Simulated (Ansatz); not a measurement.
```cif
data_sno2
_symmetry_space_group_name_H-M 'P4_2/mnm'
_symmetry_Int_Tables_number 136
_cell_length_a 4.7380
_cell_length_b 4.7380
_cell_length_c 3.1865
_cell_angle_alpha 90.000
_cell_angle_beta 90.000
_cell_angle_gamma 90.000
_cell_volume 71.53
loop_
_atom_site_label
_atom_site_type_symbol
_atom_site_symmetry_multiplicity
_atom_site_Wyckoff_symbol
_atom_site_fract_x
_atom_site_fract_y
_atom_site_fract_z
_atom_site_occupancy
Sn1 Sn 2 a 0.00000 0.00000 0.00000 1
O1 O 4 f 0.30710 0.30710 0.00000 1
_calc_subject 'Quasiparticle gap of SnO2 (Cassiterite)'
_calc_method 'G0W0 on HSE06, plane waves, PAW (and 1 further level or step)'
_calc_program 'Ansatz 0.2.0'
_calc_settings_of_one_run 'cutoff 420 eV, 4×4×4 k-mesh, default PAW, empty bands 459, screening cutoff 200 eV, screening contour deformation, QP bands (v2, c2)'
_calc_cost '2 runs, 66 s in all on 1 × NVIDIA H100 80GB HBM3 (shared by 3 runs) with 3 threads of AMD EPYC 7R13 (Zen 3), shared host (the runs of this entry)'
_calc_notes 'In doubt: masses and optical values from hybrid runs of this build are listed as unsure (in some of the runs), which bears on the screening that GW takes from such a start. The cell and positions come from the Crystallography Open Database and are kept as given unless a step says otherwise. Limits: no spin-orbit coupling. The differences hold parts that these runs do not separate: finite bands, cutoffs and mesh, points of the zone that were not corrected, the start of G0W0, spin-orbit coupling missing from it, static nuclei, no electron-hole attraction, and what each experiment reads as the gap. How much each gives is not known from the steps shown.'
_calc_hse06_gap_over_mesh_and_listed_points '3.041 eV, direct, at k = Γ'
_calc_g0w0_hse06_gap_over_8_of_18_irreducible_mesh_points '3.739 eV, direct, at k = Γ'
_calc_gw_settings '4×4×4 mesh, 459 empty bands, screening to 200 eV'
_calc_known_limits 'finite bands, screening cutoff and k mesh; no spin-orbit coupling in G0W0'
```

[Paths, hosts, dates, memory and timing lines, banners, echoed tables and standing remarks are left out of the program output.]

[Logs are printed without paths, hosts, clocks, repeated set-up lines and the standing remarks that a program may print on its own settings, such as how far it seeks lower states.]

[Runs of the session that timed out or met a known fault of the program may be left out.]

[Cells called generated may have been cut or substituted from an entry of the Crystallography Open Database or the Materials Project.]

[Hosts, paths, dates, database ids (printed as entryN), source tags and the programs' standing remarks are cut or masked in the printed files.]
